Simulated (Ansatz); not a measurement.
# Be (P6_3/mmc, 2 atoms in the cell): phonons and vibrational spectra

The cell of Be (P6_3/mmc, 2 atoms in the cell) is at rest. What are its phonons? After the zone centre comes a 6×6×4 q mesh on a 24×24×12 k mesh.

Main program and level: Ansatz 0.2.0; DFT LDA, scalar-relativistic, plane waves, PAW; PAW set soft_1.

**What experiment says.**

“D retention and material defects probed using Raman microscopy in JET limiter samples and beryllium-based synthesized samples” (2021, arxiv:2109.15077) quotes from earlier work for Be, hexagonal close-packed (crystalline beryllium, reference value from earlier work): Raman mode (E2g) 455 cm⁻¹ [literature value quoted in the methods section; measurement temperature and sample not …].

### Step 1. The starting structure

Symmetry: P6_3/mmc, No. 194, hexagonal system. Conventional cell: a = 2.228 Å, b = 2.228 Å, c = 3.511 Å, α = 90.00°, β = 90.00°, γ = 120.00°. Be has 12 Be at 2.18 to 2.23 Å nearest.

### Step 2. Linear response at the zone centre

The cell comes from relaxations at this level that are not shown. The zone centre comes first: it holds the modes that light can see, as far as symmetry allows. No field response is asked, since the mesh shows no gap.

The input, input.yaml:

```yaml
crystal:
  lattice:
    - [2.2278249395, 0.0, 0.0]
    - [-1.1139124697, 1.9293529928, 0.0]
    - [0.0, 0.0, 3.5113866065]
  atoms:
    - { symbol: Be, position: [0.3333333333, 0.6666666667, 0.25] }
    - { symbol: Be, position: [0.6666666667, 0.3333333333, 0.75] }
kpoints:
  mp_grid: { grid: [24, 24, 12] }
hamiltonian:
  xc: lda
  pseudopotentials: { kind: paw, azcp: { folder: soft_1 }, xc_functional: pbe }
scf:
  occupations: { method: methfessel_paxton, width: 0.2 }
output:
  eigenvalues: true
phonons:
  method: dfpt
```

Started as:

```
ansatz run input.yaml --threads 4 --pin off --max-ram 10240MiB --backend cpu --events-out ev --progress --plain --runs-dir out
```

Numbers of over 12 decimals in the logs are rounded to 6 here.

What it wrote:

```text
zone centre: on kpoints.mp_grid the ground state, and the responses unless they are solved on pairs of k-points, stand on 1099 of the mesh's 6912 k-points, reduced under 4 symmetry operations, with k and −k counted as one. Each operation leaves every solved displacement unchanged or reverses it
Engine: ansatz 0.2.0, aarch64-unknown-linux-gnu
Pseudopotentials: kind: paw
Pseudopotential: Be, paw, valence charge 2, recommended cutoff 420 eV (normal), soft_1/Be.paw.azcp
Functional definition: SPW92
  exchange = slater_x
  correlation = pw_c
Crystal: 2 atoms, lattice volume = 15.093 Å³
Basis set: ecut = 420 eV, 299 PW (Γ), exchange–correlation on 30×30×48 points (8 copies of the dense FFT grid, shifted against one another)
Bands: 6, of which v1, the nominal top of the filled ones, is band 2 counted from 1 (1 counted from 0)
Symmetry: 24 space group operations
k-points: 1099 of 6912 (irreducible under 4 space group operations, time reversal used)
Non-local potential: Be, projectors of the file, l = 0: 2, l = 1: 2, l = 2: 1
PAW form: soft (Blöchl's): semilocal exchange-correlation on the pseudo side does not see the compensation charge
PAW frozen core: Be, regenerated for the run's functional, and the local potential with it (the file was generated under x = pbe(κ = 0.804, μ = 0.219515), c = pbe(β = 0.066725))
PAW one-centre angular grid: Be, 110 points (default); XC on 64 Gauss nodes
Initial density: superposition of atomic densities (chi_scale 0.1, normalization cell)
Initial wavefunctions: pseudopotential atomic-orbital guess
Functional: x = slater, c = lda
SCF iter   1: F=—  HF=-176.467323 eV  |F-HF|=—  |Δ(HF+E_count)|=         —  Δρ=1.54e-2  dr2=2.59e-2  ethr=3.10e-3  ⟨swp⟩=4.7  Hψ=54210  notcnv=0
preconditioner: auto → none  [metal: Δε(μ)=0.025 eV  Ē_g=13.227 eV  σ=0.200 eV  W_gap=0.11  n_scr=2 (ndim 8)  ℏωp=19.1 eV  f_vac=0.000  D(μ)=0.21/eV (n_scr^D=0)  sad-step TF]
SCF iter   2: F=—  HF=-176.468345 eV  |F-HF|=—  |Δ(HF+E_count)|=   1.02e-3  S|Δr|=    0.00e0  Δρ=9.43e-3  dr2=1.00e-2  ethr=6.47e-4  ⟨swp⟩=1.0  Hψ=15386  notcnv=0
SCF iter   3: F=—  HF=-176.467716 eV  |F-HF|=—  |Δ(HF+E_count)|=   6.28e-4  S|Δr|=    0.00e0  Δρ=4.88e-4  dr2=2.93e-5  ethr=2.50e-4  ⟨swp⟩=1.0  Hψ=6594  notcnv=0
SCF iter   4: F=—  HF=-176.467710 eV  |F-HF|=—  |Δ(HF+E_count)|=   6.82e-6  S|Δr|=    0.00e0  Δρ=2.22e-5  dr2=5.39e-8  ethr=7.32e-7  ⟨swp⟩=1.0  Hψ=6595  notcnv=0
SCF iter   5: F=—  HF=-176.467710 eV  |F-HF|=—  |Δ(HF+E_count)|=   1.12e-7  S|Δr|=    0.00e0  Δρ=2.59e-6  dr2=5.34e-10  ethr=1.35e-9  ⟨swp⟩=2.3  Hψ=8653  notcnv=0
SCF iter   6: F=-176.467710 eV  HF=-176.467710 eV  |F-HF|=5.97e-13  |Δ(HF+E_count)|=  4.93e-11  S|Δr|=    0.00e0  Δρ=2.15e-7  dr2=4.93e-12  ethr=1.00e-12  ⟨swp⟩=4.7  Hψ=17733  notcnv=0
the search or the solves at the SCF's close seem to have found levels that the self-consistency loop had missed (the run counts 3). By its estimate they hold under 1e-12 electrons; where the run keeps them, the occupations were computed again with them
SCF 1 converged in 6 iterations: F = -176.467710 eV  dr2 = 4.93e-12
  greatest PAW one-centre occupation: 0.364 electrons in one spin orbital (limit 2), on the Be atom at site 1 (counted from 0), in its partial waves of l = 0
DFPT response loops at Γ: preconditioner auto → Kerker (q_TF=auto, 2.187 Å⁻¹) (partly filled bands, converged f_vac=0.000); β = 1.00, the filter's whole step (`scf.mixing.beta` (0.50) is not read by the response loops under this deck's `scf.mixing.preconditioner`; to damp them name `kerker` or `kerker_dos`, under which they read `scf.mixing.beta`, and type it under 1.00, their step now; both keys bind the ground state too); Broyden in place of MSR1
SCF converged after 6 iterations
Stability not checked: this state was not tested for a lower state beside it, because cold or Methfessel-Paxton smearing, or corrected tetrahedra, fill the levels in a way that the test cannot read (fill_not_monotonic; see scf.lower_state_search)
Free energy (F): -176.467710 eV
Harris-Foulkes:  -176.467710 eV  (|F-HF|=5.97e-13)
Internal energy: -176.467247 eV  (E = F + TS)
E sigma→0 (E₀):  -176.467594 eV
Entropy (-TS):   -0.000462 eV (-0.231 meV/atom)
Fermi energy:    8.326947 eV
--- Per-component energies (eV) ---
  E_band       = 12.863207
  E_kinetic    = 44.358468
  E_local      = 6.017343  (includes V_loc(G=0)·N_el)
  E_nonlocal   = 8.094409
  E_hartree    = 0.076495
  E_xc         = -41.053755
  E_vxc        = -42.316317  (∫ρ·V_xc dr)
  E_paw        = -109.225157  (= ΣΔE_a)
  E_vpaw       = -3.443685  (= ΣTr[D̂ρ^β])
  E_aug_tail   = -0.000001  (compensation charges beyond the density's cutoff)
  E_ewald      = -84.795623
  E_core_change = 0.060574  (= ΣΔE_core)
  E_smearing   = -0.000462  (= −TS)
  E_closure    = 0.000000  (closes the sum)
  Σ components = -176.467710   (vs F -176.467710, Δ=0.00e0)
--- Band table (eV; the first three rows and the last of 1099) ---
  k-point 0: bands = ["-3.0929", "3.7435", "9.7323", "24.6946", "24.6946", "27.6184"]
  k-point 1: bands = ["-3.0328", "3.3995", "10.2204", "24.7504", "24.7504", "27.5970"]
  k-point 2: bands = ["-2.8524", "2.5963", "11.4548", "24.9152", "24.9152", "27.5235"]
  k-point 1098: bands = ["4.3736", "4.3736", "12.0057", "12.0057", "16.2978", "16.2978"]
--- Phonons (Γ-DFPT): 2 representative perturbations + reference, on 1099 of 6912 k-points (Σ response iterations 6) ---
  k mesh reduced under 4 symmetry operations, with k and −k counted as one. Each operation leaves every solved displacement unchanged or reverses it
  ASR residual: 2.914e-5 → 0.000e0 eV/Å²; symmetrization residual: 1.584e-11 eV/Å²
  ASR residual per site (eV/Å²): 2.91e-5 2.91e-5
  Γ frequencies (cm⁻¹): 0.00 0.00 0.00 478.27 478.27 715.09
  non-analytic LO–TO correction: not included (Born effective charges unavailable; polar crystals: no LO–TO splitting at Γ)
```

Run time: 6.1 s. Hardware: 4 threads of Arm Neoverse V1, shared host; peak memory 0.57 GiB; 21 s of CPU time.

The column dr2 measures how far the density is from self-consistency, as an energy; F and HF (Harris–Foulkes) agree once it is small.

Numbers from this step:

```
volume per atom                                         : 7.546 Å³
gap on the k-mesh                                       : 0 eV
sum-rule residual before enforcement                    : 2.91e-5 eV/Å²
point group                                             : 6/mmm
highest optical mode at the zone centre (no LO-TO term) : 715.1 cm⁻¹
lowest optical zone-centre mode                         : 478.3 cm⁻¹
```

Patterns of degenerate modes are one choice out of their space. Modes at Γ:

| mode | frequency (cm⁻¹) | symmetry |
| --- | --- | --- |
| 1 | 0.0 | acoustic |
| 2 | 0.0 | acoustic |
| 3 | 0.0 | acoustic |
| 4 | 478.3 | E2g |
| 5 | 478.3 | E2g |
| 6 | 715.1 | B1g |

Displacements in mode 4 (478.3 cm⁻¹), the largest set to 1:
```
Be1  0.00 -1.00  0.00
Be2  0.00  1.00  0.00
```

Displacements in mode 6 (715.1 cm⁻¹), the largest set to 1:
```
Be1  0.00  0.00  1.00
Be2  0.00  0.00 -1.00
```

Before it was imposed, the acoustic sum rule was missed by 2.9e-5 eV/Å². Small misses are needed for a sound result but don't prove that mesh and cutoff are converged. The lowest optical mode is real, 478 cm⁻¹.

### Step 3. The dispersion

Stability and thermal properties need the whole zone. Linear response on a 6×6×4 q mesh gives force constants as far as a supercell of that size would.

Edit input.yaml of step 2 so:

```diff
@@ -19 +19,9 @@
   method: dfpt
+  qmesh: [6, 6, 4]
+  temperatures: { t_max: 1000, t_step: 50 }
+  qpath:
+    path:
+      - [[0.0, 0.0, 0.0], [0.5, 0.0, 0.0], [0.33333333, 0.33333333, 0.0], [0.0, 0.0, 0.0], [0.0, 0.0, 0.5], [0.5, 0.0, 0.5], [0.33333333, 0.33333333, 0.5], [0.0, 0.0, 0.5]]
+      - [[0.5, 0.0, 0.5], [0.5, 0.0, 0.0]]
+      - [[0.33333333, 0.33333333, 0.5], [0.33333333, 0.33333333, 0.0]]
+    npoints: 10
```

What it wrote:

```text
[...]
Crystal: 2 atoms, lattice volume = 15.093 Å³
Basis set: ecut = 420 eV, 299 PW (Γ), exchange–correlation on 30×30×48 points (8 copies of the dense FFT grid, shifted against one another)
Bands: 6, of which v1, the nominal top of the filled ones, is band 2 counted from 1 (1 counted from 0)
Symmetry: 24 space group operations
k-points: 427 of 6912
[...]
SCF iter   1: F=—  HF=-176.467323 eV  |F-HF|=—  |Δ(HF+E_count)|=         —  Δρ=1.54e-2  dr2=2.59e-2  ethr=3.10e-3  ⟨swp⟩=4.7  Hψ=21086  notcnv=0
[...]
SCF iter   6: F=-176.467710 eV  HF=-176.467710 eV  |F-HF|=6.82e-13  |Δ(HF+E_count)|=  4.92e-11  S|Δr|=    0.00e0  Δρ=2.13e-7  dr2=4.88e-12  ethr=1.00e-12  ⟨swp⟩=4.7  Hψ=6909  notcnv=0
[...]
SCF 1 converged in 6 iterations: F = -176.467710 eV  dr2 = 4.88e-12
[...]
NSCF: frozen V_eff on 427 k-points
[...]
DFPT response loops at q = (0, 0, 0) (fractional): preconditioner auto → Kerker (q_TF=auto, 2.187 Å⁻¹) (partly filled bands, converged f_vac=0.000); β = 1.00, the filter's whole step (`scf.mixing.beta` (0.50) is not read by the response loops under this deck's `scf.mixing.preconditioner`; to damp them name `kerker` or `kerker_dos`, under which they read `scf.mixing.beta`, and type it under 1.00, their step now; both keys bind the ground state too); Broyden in place of MSR1
[...]
SCF converged after 6 iterations
[...]
Free energy (F): -176.467710 eV
[...]
Internal energy: -176.467247 eV  (E = F + TS)
E sigma→0 (E₀):  -176.467594 eV
Entropy (-TS):   -0.000462 eV (-0.231 meV/atom)
Fermi energy:    8.326947 eV
[...]
--- Band table (eV; the first three rows and the last of 427) ---
[...]
--- Phonons (Γ-DFPT): 2 representative perturbations + reference (Σ response iterations 6) ---
  ASR residual: 2.870e-5 → 0.000e0 eV/Å²; symmetrization residual: 1.568e-11 eV/Å²
  ASR residual per site (eV/Å²): 2.87e-5 2.87e-5
  Γ frequencies (cm⁻¹): 0.00 0.00 0.00 478.27 478.27 715.09
--- Phonons (arbitrary-q DFPT): 21 irreducible q on the 6×6×4 mesh ---
  q = [0.0000, 0.0000, 0.0000] (star 1, of the zone-centre solve; hermiticity 1.85e-12, symmetrization 9.25e-13): -0.00 -0.00 -0.00 478.27 478.27 715.09
  q = [0.0000, 0.0000, 0.2500] (star 2, 2 solved perturbations in 2616 linear systems a pass and spin channel, the states on 1884 of 6912 k-point pairs; hermiticity 1.26e-10, symmetrization 6.64e-11): 209.84 209.84 297.03 459.07 459.07 657.05
[...]
q = [0.0000, 0.1667, 0.0000] (star 6, 3 solved perturbations on 2100 of 6912 k-point pairs; hermiticity 3.71e-9, symmetrization 3.46e-11): 225.51 232.27 325.01 507.36 523.36 698.27
[...]
sum rule: each row above includes the acoustic sum rule's correction from the zone centre's row sums; it moved no ω² by more than (0.93 cm⁻¹)²
  mesh force constants: q→R imaginary residual 3.84e-19; ASR residual 2.870e-5 → 0.000e0 eV/Å²; symmetrization residual 1.066e-14 eV/Å²
  interpolated dispersion: 93 rows × 6 modes
  density of states and harmonic sums: on the 36×36×20 q-mesh, interpolated from the force constants of a 6×6×4 supercell (no non-analytic term)
  largest difference from the sums on the solved wave vectors: F 3.81e-3 eV, S 5.60e-6 and C_V 1.79e-6 eV/K
  zero-point energy: 0.193524 eV/cell   skipped modes (ω ≤ 0): 3   left out of the sums: 1.93e-5 of the cell's modes: C_V's classical limit lies that fraction below 3 k_B per atom; for a crystal, a wire or a layer, F and S can be off by more, and a phonons.interpolated_qmesh denser along its periods is the remedy for the sampling
```

Run time: 3.2 min. Hardware: 4 threads; peak memory 1.8 GiB; 12 min of CPU time.

Numbers from this step:

| Property | Result |
| --- | --- |
| sum-rule residual before enforcement | 2.87e-5 eV/Å² |
| lowest frequency on the path | 0 cm⁻¹ |
| highest frequency on the path or at a solved wavevector | 715.1 cm⁻¹ |
| mean frequency | 520.3 cm⁻¹ |
| Debye temperature (second moment) | 990 K |
| logarithmic mean frequency | 505 cm⁻¹ |
| lowest mode on the q mesh (acoustic modes at Γ apart) | 209.8 cm⁻¹ |
| zero-point energy per atom | 96.76 meV |
| heat capacity at 300 K | 15.22 J/(mol atoms K) |
| vibrational entropy at 300 K | 8.616 J/(mol atoms K) |

Frequencies (cm⁻¹) solved at each irreducible wavevector; negative means imaginary. Frequencies by wavevector, by row:

| q in reciprocal lattice units | star | mode 1 | mode 2 | mode 3 | mode 4 | mode 5 | mode 6 |
| --- | --- | --- | --- | --- | --- | --- | --- |
| 0 0 0 | 1 | 0 | 0 | 0 | 478.3 | 478.3 | 715.1 |
| 0 0 0.25 | 2 | 209.8 | 209.8 | 297 | 459.1 | 459.1 | 657 |
| 0 0 -0.5 | 1 | 370.6 | 370.6 | 370.6 | 370.6 | 519.2 | 519.2 |
| 0 0.1667 0 | 6 | 225.5 | 232.3 | 325 | 507.4 | 523.4 | 698.3 |
| 0 0.1667 0.25 | 12 | 277.3 | 294.2 | 429.2 | 477.9 | 480.2 | 681.3 |
| 0 0.1667 -0.5 | 6 | 373.1 | 373.1 | 387.8 | 387.8 | 601.8 | 601.8 |
| 0 0.3333 0 | 6 | 363 | 375.3 | 548.1 | 564.8 | 579.7 | 641.6 |
| 0 0.3333 0.25 | 12 | 392 | 445.4 | 532.5 | 542.1 | 569.1 | 678.8 |
| 0 0.3333 -0.5 | 6 | 460.1 | 460.1 | 489.4 | 489.4 | 654.5 | 654.5 |
| 0 -0.5 0 | 3 | 419.3 | 441.9 | 599.3 | 600.6 | 619.7 | 627.4 |
| 0 -0.5 0.25 | 6 | 447.8 | 499.1 | 572.5 | 582.7 | 632.5 | 657.3 |
| 0 -0.5 -0.5 | 3 | 511.8 | 511.8 | 535.8 | 535.8 | 674.4 | 674.4 |
| 0.1667 0.1667 0 | 6 | 320.7 | 339.8 | 475.9 | 567.4 | 589.7 | 659.9 |
| 0.1667 0.1667 0.25 | 12 | 367.4 | 402.8 | 509.9 | 521.7 | 562.5 | 692.5 |
| 0.1667 0.1667 -0.5 | 6 | 420.7 | 420.7 | 492.9 | 492.9 | 644.6 | 644.6 |
| 0.1667 0.3333 0 | 12 | 433.8 | 440.2 | 533.5 | 598.6 | 614.8 | 648.5 |
| 0.1667 0.3333 0.25 | 24 | 442.1 | 480 | 548 | 593.1 | 635.6 | 669.4 |
| 0.1667 0.3333 -0.5 | 12 | 455.5 | 455.5 | 578.2 | 578.2 | 675 | 675 |
| 0.3333 0.3333 0 | 2 | 516.9 | 516.9 | 522.6 | 522.6 | 565.4 | 670.5 |
| 0.3333 0.3333 0.25 | 4 | 464.8 | 464.8 | 573.3 | 617.2 | 617.2 | 645.7 |
| 0.3333 0.3333 -0.5 | 2 | 440.3 | 440.3 | 611.9 | 611.9 | 670.3 | 670.3 |

(Part 1 of 2 ends here.)

[Logs are printed without paths, hosts, clocks, repeated set-up lines and the standing remarks that a program may print on its own settings, such as how far it seeks lower states.]

[Hosts, paths, dates, database ids (printed as entryN), source tags and the programs' standing remarks are cut or masked in the printed files.]
